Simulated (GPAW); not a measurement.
# OH/Ni(100): work function by functional and basis

How far do functional and basis move the work function of OH/Ni(100)?

Calculated with GPAW 26.7.0; GPAW, PAW setups; slab in vacuum, relaxation, in the first sound run; inputs show where later runs differ.

Report form: the programs' logs are mostly left out.

### Step 1. Starting point

The cell holds 6 atoms: 4 Ni, 1 O and 1 H. Cell: a = 2.489 Å, b = 2.489 Å, c = 24.160 Å, α = 90.0°, β = 90.0°, γ = 90.0°. Vacuum lies along c.

### Step 2. Relaxation

Forces are removed first; all later runs use this geometry. The lowest 3 atoms are held at bulk positions and keep their forces.

Input file run.py:

```python
import json
import numpy as np
from ase import Atoms
from ase.constraints import FixAtoms
from ase.optimize import BFGS
from gpaw import GPAW, PW

slab = Atoms(
    ['Ni', 'Ni', 'Ni', 'Ni', 'O', 'H'],
    positions=[
        [1.24451, 1.24451, 8.00000],
        [0.00000, 0.00000, 9.76000],
        [1.24451, 1.24451, 11.52000],
        [0.00000, 0.00000, 13.28000],
        [0.00000, 0.00000, 15.18000],
        [0.00000, 0.00000, 16.16000]],
    cell=[[2.48902, 0.0, 0.0], [0.0, 2.48902, 0.0], [0.0, 0.0, 24.16]],
    pbc=[True, True, False],
    magmoms=[0.7, 0.7, 0.7, 0.7, 0.0, 0.0])

slab.calc = GPAW(mode=PW(500), xc='PBE', kpts={'size': (13, 13, 1), 'gamma': True},
                 occupations={'name': 'fermi-dirac', 'width': 0.1}, nbands='160%',
                 convergence={'density': 1e-05}, maxiter=200,
                 poissonsolver={'dipolelayer': 'xy'},
                 symmetry={'tolerance': 1e-3, 'extra_ids': [1, 1, 1, 0, 0, 0]}, txt='slab.txt')
result = {}
slab.set_constraint(FixAtoms([0, 1, 2]))
path = []
opt = BFGS(slab, maxstep=0.2)
opt.attach(lambda: path.append((slab.get_potential_energy(), slab.positions.tolist(), slab.get_forces().tolist())))
result['relaxed'] = bool(opt.run(fmax=0.03, steps=40))
result['path'] = path
energy = slab.get_potential_energy()
fermi = slab.calc.get_fermi_level()
v = slab.calc.get_electrostatic_potential().mean((0, 1)) - fermi
n = slab.calc.get_pseudo_density().mean((0, 1))
L = slab.cell[2, 2]
z = np.arange(len(v)) * L / len(v)
low, high = slab.positions[:, 2].min(), slab.positions[:, 2].max()
below, above = np.interp([low - 5.8, high + 5.8], z, v)
slopes = [np.interp(x, z, np.gradient(v, z)) for x in (low - 5.8, high + 5.8)]
eps = np.array([[slab.calc.get_eigenvalues(k, s) for k in range(len(slab.calc.get_ibz_k_points()))]
                for s in range(slab.calc.get_number_of_spins())]) - fermi
top, bottom = eps[eps < 0].max(), eps[eps > 0].min()
dipole = slab.get_dipole_moment()[2]
print(f'energy {energy:.4f} eV, Fermi level {fermi:.4f} eV, dipole {dipole:.5f} e A')
print(f'potential 5.8 A off the faces, from the Fermi level: lower {below:.4f} eV, upper {above:.4f} eV')
print(f'slope of the potential there: lower {slopes[0]:.5f}, upper {slopes[1]:.5f} eV/A')
print(f'nearest levels on the mesh: {top:.4f} and {bottom:.4f} eV')
print('magnetic moment', round(slab.get_magnetic_moment(), 3))
result.update(energy=energy, fermi=fermi, dipole=dipole, below=below, above=above, slopes=slopes, edges=[top, bottom],
              z=z.tolist(), v=v.tolist(), n=n.tolist(), positions=slab.positions.tolist(),
              forces=slab.get_forces(apply_constraint=False).tolist(), moments=slab.get_magnetic_moments().tolist())
json.dump(result, open('result.json', 'w'))
```

Command:

```sh
$ OMP_NUM_THREADS=1 OPENBLAS_NUM_THREADS=1 python run.py
```

Run time: 1.8 h. Hardware: 1 thread of Arm Neoverse V1, shared host; peak memory 0.43 GiB.

Step by step:

```
step  energy less that of the first step (eV)  largest force (eV/Å)
   1                                   0.0000                1.0334
   2                                  -0.0207                0.8393
   3                                  -0.0528                0.6140
   4                                  -0.0588                0.3099
   5                                  -0.0599                0.1383
   6                                  -0.0611                0.1770
   7                                  -0.0641                0.3013
   8                                  -0.0686                0.3745
   9                                  -0.0723                0.2929
  10                                  -0.0736                0.0437
  11                                  -0.0736                0.0012
```

The atoms that moved most (Å):

```
atom     dx     dy      dz  length
  H6  0.000  0.000  -0.115   0.115
  O5  0.000  0.000  -0.102   0.102
 Ni4  0.000  0.000   0.007   0.007
```

Final coordinates:

```xyz
6
Lattice="2.4890 0.0000 0.0000 0.0000 2.4890 0.0000 0.0000 0.0000 24.1600" Properties=species:S:1:pos:R:3
Ni    1.2445    1.2445    8.0000
Ni    0.0000    0.0000    9.7600
Ni    1.2445    1.2445   11.5200
Ni    0.0000    0.0000   13.2871
O     0.0000    0.0000   15.0780
H     0.0000    0.0000   16.0449
```

This step gave:

```yaml
dipole_along_the_normal: 0.08664 e·Å
levels_nearest_the_fermi_level_on_the_mesh: -0.01244, 0.001913 eV from the Fermi level
upper_work_function: 2.412 eV
lower_work_function: 4.968 eV
site_moments: 0.7768, 0.6919, 0.6649, 0.9479, 0.2864, 0.003408 μB
sum_of_the_site_moments: 3.371 μB
```

Table of electrostatic potential energy of an electron (without an applied field's), less the Fermi level, planar mean by z:

```
z (Å)  electrostatic potential energy of an electron (without an applied field's), less the Fermi level, planar mean (eV)
  0.0                                                                                                                3.69
  0.5                                                                                                                4.97
  1.0                                                                                                                4.97
  1.5                                                                                                                4.97
  2.0                                                                                                                4.97
  2.5                                                                                                                4.97
  3.0                                                                                                                4.97
  3.5                                                                                                                4.97
  4.0                                                                                                                4.96
  4.5                                                                                                                4.96
  5.0                                                                                                                4.95
  5.5                                                                                                                4.90
  6.0                                                                                                                4.72
  6.5                                                                                                                4.09
  7.0                                                                                                                1.82
  7.5                                                                                                               -6.02
  8.0                                                                                                               -15.6
  8.5                                                                                                               -6.43
  9.0                                                                                                               -2.62
  9.5                                                                                                               -12.4
 10.0                                                                                                               -12.9
 10.5                                                                                                               -2.92
 11.0                                                                                                               -6.22
 11.5                                                                                                               -15.9
 12.0                                                                                                               -7.06
 12.5                                                                                                               -2.57
 13.0                                                                                                               -11.9
 13.5                                                                                                               -13.5
 14.0                                                                                                               -1.66
 14.5                                                                                                                2.18
 15.0                                                                                                               -9.17
 15.5                                                                                                              -0.425
 16.0                                                                                                              -0.133
 16.5                                                                                                                1.41
 17.0                                                                                                                2.16
 17.5                                                                                                                2.33
 18.0                                                                                                                2.39
 18.5                                                                                                                2.40
 19.0                                                                                                                2.41
 19.5                                                                                                                2.41
 20.0                                                                                                                2.41
 20.5                                                                                                                2.41
 21.0                                                                                                                2.41
 21.5                                                                                                                2.41
 22.0                                                                                                                2.41
 22.5                                                                                                                2.41
 23.0                                                                                                                2.41
 23.5                                                                                                                2.41
 24.0                                                                                                                3.10
```

The pseudo valence density, planar mean oscillates, so the rows of the table below give means over windows of 1.74 Å about each position, cut where the curve ends. Its maxima inside the range that stand out by 2 % of the span (Å: e/Å³): 7.9: 3.21, 9.7: 3.15, 11.6: 3.22, 13.3: 3.30, 15.1: 1.14. Its minima: 8.9: 0.370, 10.6: 0.369, 12.4: 0.368, 14.1: 0.241.

Pseudo valence density, planar mean against z; means over each step:

z (Å), pseudo valence density, planar mean (e/Å³) and a bar:
```
     4.35       0.00 
     6.09       0.02 
     7.83       1.42 #############################
     9.57       1.48 ##############################
    11.31       1.48 ##############################
    13.05       1.46 ##############################
    14.79       0.62 #############
    16.53       0.11 ##
    18.27       0.00 
    20.01       0.00
```

Site moment by atom:

```
atom  site moment (μB)
 Ni1             0.777
 Ni2             0.692
 Ni3             0.665
 Ni4             0.948
  O5             0.286
  H6             0.003
```

The relaxation lowered the energy of the cell by 0.0736 eV (energies extrapolated to zero smearing; the optimiser's log prints free energies). The largest force left on a free atom is 0.0012 eV/Å.

### Step 3. Plane waves, PBE

With the geometry fixed, the planar mean of the potential gives the vacuum level on each side.

This step: GPAW, PAW setups; slab in vacuum (GPAW 26.7.0).

run.py: that of step 2 with these lines changed.

```diff
@@ -3,4 +3,2 @@
 from ase import Atoms
-from ase.constraints import FixAtoms
-from ase.optimize import BFGS
 from gpaw import GPAW, PW
@@ -13,5 +11,5 @@
         [1.24451, 1.24451, 11.52000],
-        [0.00000, 0.00000, 13.28000],
-        [0.00000, 0.00000, 15.18000],
-        [0.00000, 0.00000, 16.16000]],
+        [-0.00000, 0.00000, 13.28713],
+        [-0.00000, 0.00000, 15.07796],
+        [-0.00000, -0.00000, 16.04494]],
     cell=[[2.48902, 0.0, 0.0], [0.0, 2.48902, 0.0], [0.0, 0.0, 24.16]],
@@ -24,10 +22,4 @@
                  poissonsolver={'dipolelayer': 'xy'},
-                 symmetry={'tolerance': 1e-3, 'extra_ids': [1, 1, 1, 0, 0, 0]}, txt='slab.txt')
+                 symmetry={'tolerance': 1e-3}, txt='slab.txt')
 result = {}
-slab.set_constraint(FixAtoms([0, 1, 2]))
-path = []
-opt = BFGS(slab, maxstep=0.2)
-opt.attach(lambda: path.append((slab.get_potential_energy(), slab.positions.tolist(), slab.get_forces().tolist())))
-result['relaxed'] = bool(opt.run(fmax=0.03, steps=40))
-result['path'] = path
 energy = slab.get_potential_energy()
```

It took 15 min on 1 thread; peak memory 0.43 GiB.

This step gave:

```yaml
dipole_along_the_normal: 0.08669 e·Å
levels_nearest_the_fermi_level_on_the_mesh: -0.01235, 0.001892 eV from the Fermi level
site_moments: 0.7768, 0.6919, 0.6649, 0.9479, 0.2865, 0.003404 μB
```

Electrostatic potential energy of an electron (without an applied field's), less the Fermi level, planar mean against z:

z (Å), electrostatic potential energy of an electron (without an applied field's), less the Fermi level, planar mean (eV) and a bar from the least value:
```
      0.0        3.7 ############################
      0.5        5.0 ##############################
      1.0        5.0 ##############################
      1.5        5.0 ##############################
      2.0        5.0 ##############################
      2.5        5.0 ##############################
      3.0        5.0 ##############################
      3.5        5.0 ##############################
      4.0        5.0 ##############################
      4.5        5.0 ##############################
      5.0        4.9 ##############################
      5.5        4.9 ##############################
      6.0        4.7 ##############################
      6.5        4.1 #############################
      7.0        1.8 #########################
      7.5       -6.0 ##############
      8.0      -15.6 
      8.5       -6.4 ##############
      9.0       -2.6 ###################
      9.5      -12.4 #####
     10.0      -12.9 ####
     10.5       -2.9 ###################
     11.0       -6.2 ##############
     11.5      -15.9 
     12.0       -7.1 #############
     12.5       -2.6 ###################
     13.0      -11.9 ######
     13.5      -13.5 ###
     14.0       -1.7 ####################
     14.5        2.2 ##########################
     15.0       -9.2 ##########
     15.5       -0.4 ######################
     16.0       -0.1 #######################
     16.5        1.4 #########################
     17.0        2.2 ##########################
     17.5        2.3 ##########################
     18.0        2.4 ##########################
     18.5        2.4 ##########################
     19.0        2.4 ##########################
     19.5        2.4 ##########################
     20.0        2.4 ##########################
     20.5        2.4 ##########################
     21.0        2.4 ##########################
     21.5        2.4 ##########################
     22.0        2.4 ##########################
     22.5        2.4 ##########################
     23.0        2.4 ##########################
     23.5        2.4 ##########################
     24.0        3.1 ###########################
```

The pseudo valence density, planar mean oscillates, so the rows of the table below give means over windows of 1.74 Å about each position, cut where the curve ends. Its maxima inside the range that stand out by 2 % of the span (Å: e/Å³): 7.9: 3.21, 9.7: 3.15, 11.6: 3.22, 13.3: 3.30, 15.1: 1.14. Its minima: 8.9: 0.370, 10.6: 0.369, 12.4: 0.368, 14.1: 0.241.

The pseudo valence density, planar mean by z; means over each step:

```
z (Å)  pseudo valence density, planar mean (e/Å³)
 4.35                                      2.7e-4
 6.09                                      0.0233
 7.83                                        1.42
 9.57                                        1.48
11.31                                        1.48
13.05                                        1.46
14.79                                       0.624
16.53                                       0.105
18.27                                      7.1e-4
20.01                                      1.8e-5
```

Force by atom:

```
atom  x (eV/Å)  y (eV/Å)  z (eV/Å)   size
 Ni1     0.000     0.000     0.254  0.254
 Ni2     0.000     0.000    -0.396  0.396
 Ni3     0.000     0.000     0.112  0.112
 Ni4     0.000     0.000    -0.001  0.001
  O5     0.000     0.000     0.001  0.001
  H6     0.000     0.000    -0.001  0.001
```

The potential is flat to 0.001 eV/Å where it is read, so the vacuum is wide enough.

### Step 4. Self-consistent run

The same geometry under vdW-DF2, to see how far the functional moves the levels against the vacuum (the van der Waals functionals take revPBE setups).

run.py: that of step 3 with these lines changed.

```diff
@@ -18,3 +18,3 @@
 
-slab.calc = GPAW(mode=PW(500), xc='PBE', kpts={'size': (13, 13, 1), 'gamma': True},
+slab.calc = GPAW(mode=PW(500), xc='vdW-DF2', kpts={'size': (13, 13, 1), 'gamma': True},
                  occupations={'name': 'fermi-dirac', 'width': 0.1}, nbands='160%',
```

Run time: 72 min. Hardware: 1 thread; peak memory 0.57 GiB.

The run stopped without converging, so none of its numbers is a property of the system.

(Part 1 of 3 ends here.)

[Logs are printed without paths, hosts, clocks, repeated set-up lines and the standing remarks that a program may print on its own settings, such as how far it seeks lower states.]

[Hosts, paths, dates, database ids (printed as entryN), source tags and the programs' standing remarks are cut or masked in the printed files.]
